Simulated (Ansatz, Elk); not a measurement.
# GeMoS4: X-ray structure factors from the self-consistent density

The structure of GeMoS4 used here is made up (a known structure type with other elements) and was relaxed beforehand with PBEsol. The aim is the Fourier transform of its all-electron density, F(hkl), set beside the sum over free spherical atoms that refinements use.

Calculated with Elk 11.2.3 (patched build); DFT, PBE, all-electron APW+lo, Dirac cores, scalar-relativistic bands, static density, no spin.

This account leaves out most program logs.

The structure was built from a prototype and need not be the compound's stable phase.

## (1) The starting structure

It takes space group I-4m2 (No. 119, tetragonal). The conventional cell has a = 4.717 Å, b = 4.717 Å, c = 11.422 Å, α = 90.00°, β = 90.00°, γ = 90.00°. Mo has 6 S at 2.33 to 2.41 Å nearest. Nearest to Ge lie 6 S at 2.36 to 2.42 Å. Nearest to S lie 1 Mo at 2.33 Å and 2 Ge at 2.42 Å. S has 1 Ge at 2.36 Å and 2 Mo at 2.41 Å nearest. Farther neighbours and most contacts between anions are not listed.

## (2) Ground state and structure factors

An all-electron density is needed, since X-rays see the cores too. Task 0 finds the density and task 195 Fourier-transforms it; tshift is off so that phases refer to the origin typed.

File elk.in:

```
tasks
  0
  195

xctype
  20

spinpol
  .false.

rgkmax
  7.0

gmaxvr
  14.0

lmaxo
  7

lmaxapw
  8

swidth
  0.002

tshift
  .false.

ramdisk
  .false.

hmaxvr
  5.5

maxscl
  120

epspot
  1e-06

sppath
  './'

avec
  -4.45652391045 4.45652391045 10.79232463118
  4.45652391045 -4.45652391045 10.79232463118
  4.45652391045 4.45652391045 -10.79232463118

atoms
  3
  'Mo.in'
  1
  0.0000000000 0.0000000000 -0.0000000000   0.000000 0.000000 0.000000
  'Ge.in'
  1
  0.7500000000 0.2500000000 0.5000000000   0.000000 0.000000 0.000000
  'S.in'
  4
  0.2042037346 0.2042037346 0.0000000000   0.000000 0.000000 0.000000
  0.5430847292 0.0430847292 0.5000000000   0.000000 0.000000 0.000000
  0.7957962654 0.7957962654 0.0000000000   0.000000 0.000000 0.000000
  0.9569152708 0.4569152708 0.5000000000   0.000000 0.000000 0.000000

ngridk
  7 7 7
```

The run is started by

```
> OMP_NUM_THREADS=4 elk
```

It took 2.2 min on 4 threads of Arm Neoverse V1, shared host; peak memory 0.25 GiB; 7.5 min of CPU time.

SFACRHO.OUT:

```text

h k l indices transformed by vhmat matrix:
   1.000000000       0.000000000       0.000000000    
   0.000000000       1.000000000       0.000000000    
   0.000000000       0.000000000       1.000000000    

      h      k      l  multipl.   |H|            Re(F)            Im(F)           |F|

      0      0      0      1   0.0000000       138.00000     -0.19211417E-15   138.00000    
     -1     -1      1      2  0.58219017       9.7939769     -0.44618913E-14   9.7939769    
     -1      0      0      4  0.76267957       45.629089       36.320585       58.319796    
      0     -1      0      4  0.76267957       45.629089      -36.320585       58.319796    
      0      0      1      4  0.99693910       8.2604449     -0.16759835E-13   8.2604449    
      1      2     -2      4   1.1223061       16.101974       9.0655639       18.478583    
      1      2     -1      4   1.1223061       16.101974      -9.0655639       18.478583    
     -1     -1      0      8   1.1544839       20.356476     -0.20078511E-13   20.356476    
      2      2     -2      2   1.1643803       81.552936     -0.13385674E-13   81.552936    
     -1      1     -1      4   1.4098848       100.94714     -0.26495379E-13   100.94714    
      0      2     -2      4   1.5253591       7.3525932      0.19286819E-01   7.3526185    
     -2      0      0      4   1.5253591       7.3525932     -0.19286819E-01   7.3526185    
     -1     -3      2      8   1.5328631       5.6764533     -0.14872971E-13   5.6764533    
     -1      2      0      8   1.6029520       36.718769      -29.477260       47.086907    
      0     -1     -1      8   1.6029520       36.718769       29.477260       47.086907    
      3      2     -2      4   1.6172051       50.742830      -43.756840       67.003700    
      3      2     -3      4   1.6172051       50.742830       43.756840       67.003700    
     -3     -3      3      2   1.7465705       8.5663250     -0.74364855E-14   8.5663250
```

Elk indexes on the primitive cell of elk.in and gives |H| = 4π sin θ/λ in inverse bohr. Below, one row stands for each form hkl of the conventional cell (m members, Friedel mates merged), F is for one primitive cell and the density is static (no thermal factor). Free-atom factors are Waasmaier and Kirfel's, and R is Σm||F|−|F'||/Σm|F|.

| hkl | m | sin θ/λ (Å⁻¹) | abs F, DFT | neutral atoms | diff. | abs of complex diff. |
| --- | --- | --- | --- | --- | --- | --- |
| 002 | 2 | 0.087 | 9.794 | 9.829 | -0.035 | 0.035 |
| 101 | 8 | 0.115 | 58.320 | 58.315 | +0.005 | 0.044 |
| 110 | 4 | 0.150 | 8.260 | 8.389 | -0.129 | 0.129 |
| 103 | 8 | 0.169 | 18.479 | 19.041 | -0.563 | 0.563 |
| 112 | 8 | 0.174 | 20.357 | 20.921 | -0.565 | 0.565 |
| 004 | 2 | 0.175 | 81.553 | 81.698 | -0.145 | 0.145 |
| 200 | 4 | 0.212 | 100.947 | 100.872 | +0.075 | 0.075 |
| 202 | 8 | 0.229 | 7.353 | 7.557 | -0.204 | 0.205 |
| 114 | 8 | 0.231 | 5.676 | 5.898 | -0.221 | 0.221 |
| 211 | 16 | 0.241 | 47.087 | 47.226 | -0.139 | 0.151 |
| 105 | 8 | 0.243 | 67.004 | 67.151 | -0.147 | 0.247 |
| 006 | 2 | 0.263 | 8.566 | 8.683 | -0.117 | 0.117 |
| 213 | 16 | 0.271 | 17.528 | 17.840 | -0.311 | 0.313 |
| 204 | 8 | 0.275 | 68.615 | 69.061 | -0.446 | 0.451 |
| 220 | 4 | 0.300 | 86.523 | 86.741 | -0.217 | 0.217 |
| 116 | 8 | 0.302 | 53.816 | 54.135 | -0.319 | 0.319 |
| 222 | 8 | 0.312 | 6.507 | 6.453 | +0.055 | 0.055 |
| 301 | 8 | 0.321 | 41.875 | 41.699 | +0.176 | 0.186 |
| 215 | 16 | 0.323 | 58.664 | 58.984 | -0.320 | 0.345 |
| 107 | 8 | 0.324 | 12.699 | 12.670 | +0.029 | 0.129 |
| 310 | 8 | 0.335 | 6.089 | 5.925 | +0.164 | 0.164 |
| 206 | 8 | 0.338 | 7.787 | 7.638 | +0.149 | 0.220 |

## (3) The highest occupied states alone

An energy window below the Fermi level keeps the highest occupied states, to see at which angles they scatter; shallow core shells can lie inside it and anion s states outside. No new self-consistency is needed.

Edit elk.in of step 2 so:

```diff
@@ -1,3 +1,2 @@
 tasks
-  0
   195
@@ -40,2 +39,5 @@
 
+wsfac
+  -0.250990 0.490000
+
 sppath
```

The run is started by

```
> OMP_NUM_THREADS=4 elk
```

Wall time 18 s (4 threads); peak memory 0.18 GiB.

States within 12 eV below the Fermi level hold 26.14 electrons; any levels below the window count with the cores, and a count that is not whole means the window cuts a band. Their amplitudes can exceed the total, where window and core parts have opposite phase:

| hkl | sin θ/λ (Å⁻¹) | abs F, window | abs F, all |
| --- | --- | --- | --- |
| 002 | 0.087 | 1.965 | 9.794 |
| 101 | 0.115 | 5.576 | 58.320 |
| 110 | 0.150 | 1.331 | 8.260 |
| 103 | 0.169 | 1.846 | 18.479 |
| 112 | 0.174 | 3.120 | 20.357 |
| 004 | 0.175 | 5.349 | 81.553 |
| 200 | 0.212 | 5.221 | 100.947 |
| 202 | 0.229 | 0.582 | 7.353 |
| 114 | 0.231 | 0.388 | 5.676 |
| 211 | 0.241 | 1.202 | 47.087 |

## (4) Another functional

The difference from free atoms is small, so it is set against the change that PBEsol makes.

Edit elk.in of step 3 so:

```diff
@@ -1,2 +1,3 @@
 tasks
+  0
   195
@@ -4,3 +5,3 @@
 xctype
-  20
+  22
 
@@ -39,5 +40,2 @@
 
-wsfac
-  -0.250990 0.490000
-
 sppath
```

The run is started by

```
> OMP_NUM_THREADS=4 elk
```

Elapsed: 2.2 min, on 4 threads; peak memory 0.25 GiB.

Against the first run R = 0.04 %; the largest change is -0.061 at 200.

## (5) Basis size

The basis and the expansions that go with it are enlarged, to see whether the differences are converged.

Edit elk.in of step 4 so:

```diff
@@ -5,3 +5,3 @@
 xctype
-  22
+  20
 
@@ -11,12 +11,12 @@
 rgkmax
-  7.0
+  8.5
 
 gmaxvr
-  14.0
+  18.0
 
 lmaxo
-  7
+  9
 
 lmaxapw
-  8
+  10
```

The run is started by

```
> OMP_NUM_THREADS=4 elk
```

The job ended after 8.5 min (4 threads; peak memory 0.51 GiB; 31 min of CPU time).

Against the first run R = 0.01 %; the largest change is -0.013 at 336.

## (6) Settings against the effect

| run | R against the first run (%) | R against neutral atoms, low angle (%) | wall time |
| --- | --- | --- | --- |
| PBE, rgkmax 7 | 0.00 | 0.67 | 2.2 min |
| PBEsol | 0.04 | 0.67 | 2.2 min |
| rgkmax 8.5 with larger expansions | 0.01 | 0.67 | 8.5 min |

## (7) What came out

```
R against neutral atoms, sin θ/λ < 0.3 Å⁻¹ : 0.67 %
R against neutral atoms, 0.3 to 0.72 Å⁻¹   : 0.34 %
```

Independent neutral atoms miss the calculated amplitudes by R = 0.67 % below 0.3 Å⁻¹ and 0.34 % from there to 0.72 Å⁻¹; by shells, 0.12 % below 0.15 Å⁻¹ (3 forms), 0.75 % 0.15 to 0.3 (12 forms), 0.59 % 0.3 to 0.45 (28 forms), 0.27 % above 0.45 (106 forms). Bonding, aspherical density and the tables' own atoms all enter these figures, and the runs don't part them. The largest change of an amplitude is -0.56 electrons, at 112. R counts amplitudes alone; phases shift too. The window's part falls from 26.1 electrons at the origin to at most 0.38 between 0.45 and 0.72 Å⁻¹. Below 0.3 Å⁻¹ the changes that finished (PBEsol and rgkmax 8.5 with larger expansions) move F by R = 0.05 % at most, against the 0.67 % that separates it from free atoms. The k-mesh has no finished test. These runs have no spin, though d or f shells may be open. Part of the difference isn't bonding: the tables are fits to free atoms and ions calculated by other methods than this functional. Thermal motion, anomalous dispersion and extinction are left out.

[Logs are printed without paths, hosts, clocks, repeated set-up lines and the standing remarks that a program may print on its own settings, such as how far it seeks lower states.]

[Hosts, paths, dates, database ids (printed as entryN), source tags and the programs' standing remarks are cut or masked in the printed files.]
